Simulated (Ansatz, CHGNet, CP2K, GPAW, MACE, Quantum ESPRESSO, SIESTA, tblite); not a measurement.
**A faulty SIESTA run on random packing of C68N32 (at. %) (79 atoms)**

Program: SIESTA 5.4.2, a calculation on a cell of 54 C and 25 N, 8.89 Å³ an atom.

The input, input.fdf:

```
SystemLabel cell
NumberOfAtoms 79
NumberOfSpecies 2
%block ChemicalSpeciesLabel
  1 6 C
  2 7 N
%endblock ChemicalSpeciesLabel
LatticeConstant 1.0 Ang
%block LatticeVectors
  8.88940 0.00000 0.00000
  0.00000 8.88940 0.00000
  0.00000 0.00000 8.88940
%endblock LatticeVectors
PAO.BasisSize QZ3P
PAO.EnergyShift 0.01 Ry
XC.Functional GGA
XC.Authors PBE
MeshCutoff 500 Ry
%block kgrid_Monkhorst_Pack
  1 0 0 0.0
  0 1 0 0.0
  0 0 1 0.0
%endblock kgrid_Monkhorst_Pack
SolutionMethod diagon
OccupationFunction FD
ElectronicTemperature 580 K
SCF.Mixer.Method Pulay
SCF.Mixer.Weight 0.05
SCF.Mixer.History 8
SCF.Mix Hamiltonian
MaxSCFIterations 60
SCF.DM.Tolerance 1e-04
SCF.H.Tolerance 1.0e-3 eV
WriteForces T
Write.HirshfeldPop T
Write.VoronoiPop T
Write.DM F
Write.H F
XML.Write F
AtomicCoordinatesFormat Fractional
%block AtomicCoordinatesAndAtomicSpecies
  0.72123 0.34128 0.08779 1
  0.44391 0.75793 0.51234 1
  0.52761 0.23174 0.46630 1
  0.55701 0.51288 0.08372 1
  0.33039 0.06713 0.28738 1
  0.81274 0.10984 0.97678 1
  0.68337 0.93093 0.69705 1
  0.08994 0.77335 0.66374 1
  0.13648 0.21605 0.92809 1
  0.10986 0.29800 0.12476 1
[... 65 atom lines left out ...]
  0.21231 0.46838 0.20912 2
  0.72162 0.69445 0.40824 2
  0.66812 0.36900 0.42412 2
  0.05114 0.26052 0.63055 2
%endblock AtomicCoordinatesAndAtomicSpecies
```

Command:

```
> OMP_NUM_THREADS=1 mpirun -np 2 siesta < input.fdf > output.txt
```

What it wrote:

```text
Version         : 5.4.2
reinit: System Name:
reinit: System Label: cell
initatom: Reading input for the pseudopotentials and atomic orbitals ----------
Species number:   1 Atomic number:    6 Label: C
Species number:   2 Atomic number:    7 Label: N
size_name: Incorrect basis-size option specified, active options are:
  SZ or MINIMAL
  SZP, SZSP, SZ1P, SZP1
  DZ
  DZP, DZSP, DZP1, DZ1P or STANDARD
  DZDP, DZP2, DZ2P
  TZ
  TZP, TZSP, TZP1, TZ1P
  TZDP, TZP2, TZ2P
  TZTP, TZP3, TZ3P
stopping program
stopping program
Stopping Program from Node:    0
Stopping Program from Node:    0
```

Wall time 0.51 s (2 MPI ranks of Arm Neoverse V2, shared host); peak memory 0.19 GiB.

Banners, paths, timers and routine set-up lines are dropped from the logs unmarked, and long logs keep their key lines alone; longer cuts are marked.

Q: Find the fault and mend it.

An unknown basis size: basis QZ3P. The sound run has basis DZP.

The program stopped at the start.

[Also dropped from logs without a mark: logging warnings of Python, and SIESTA's first energy breakdown and zero terms.]

[Logs are printed without paths, hosts, clocks, repeated set-up lines and the standing remarks that a program may print on its own settings, such as how far it seeks lower states.]

[Hosts, paths, dates, database ids (printed as entryN), source tags and the programs' standing remarks are cut or masked in the printed files.]
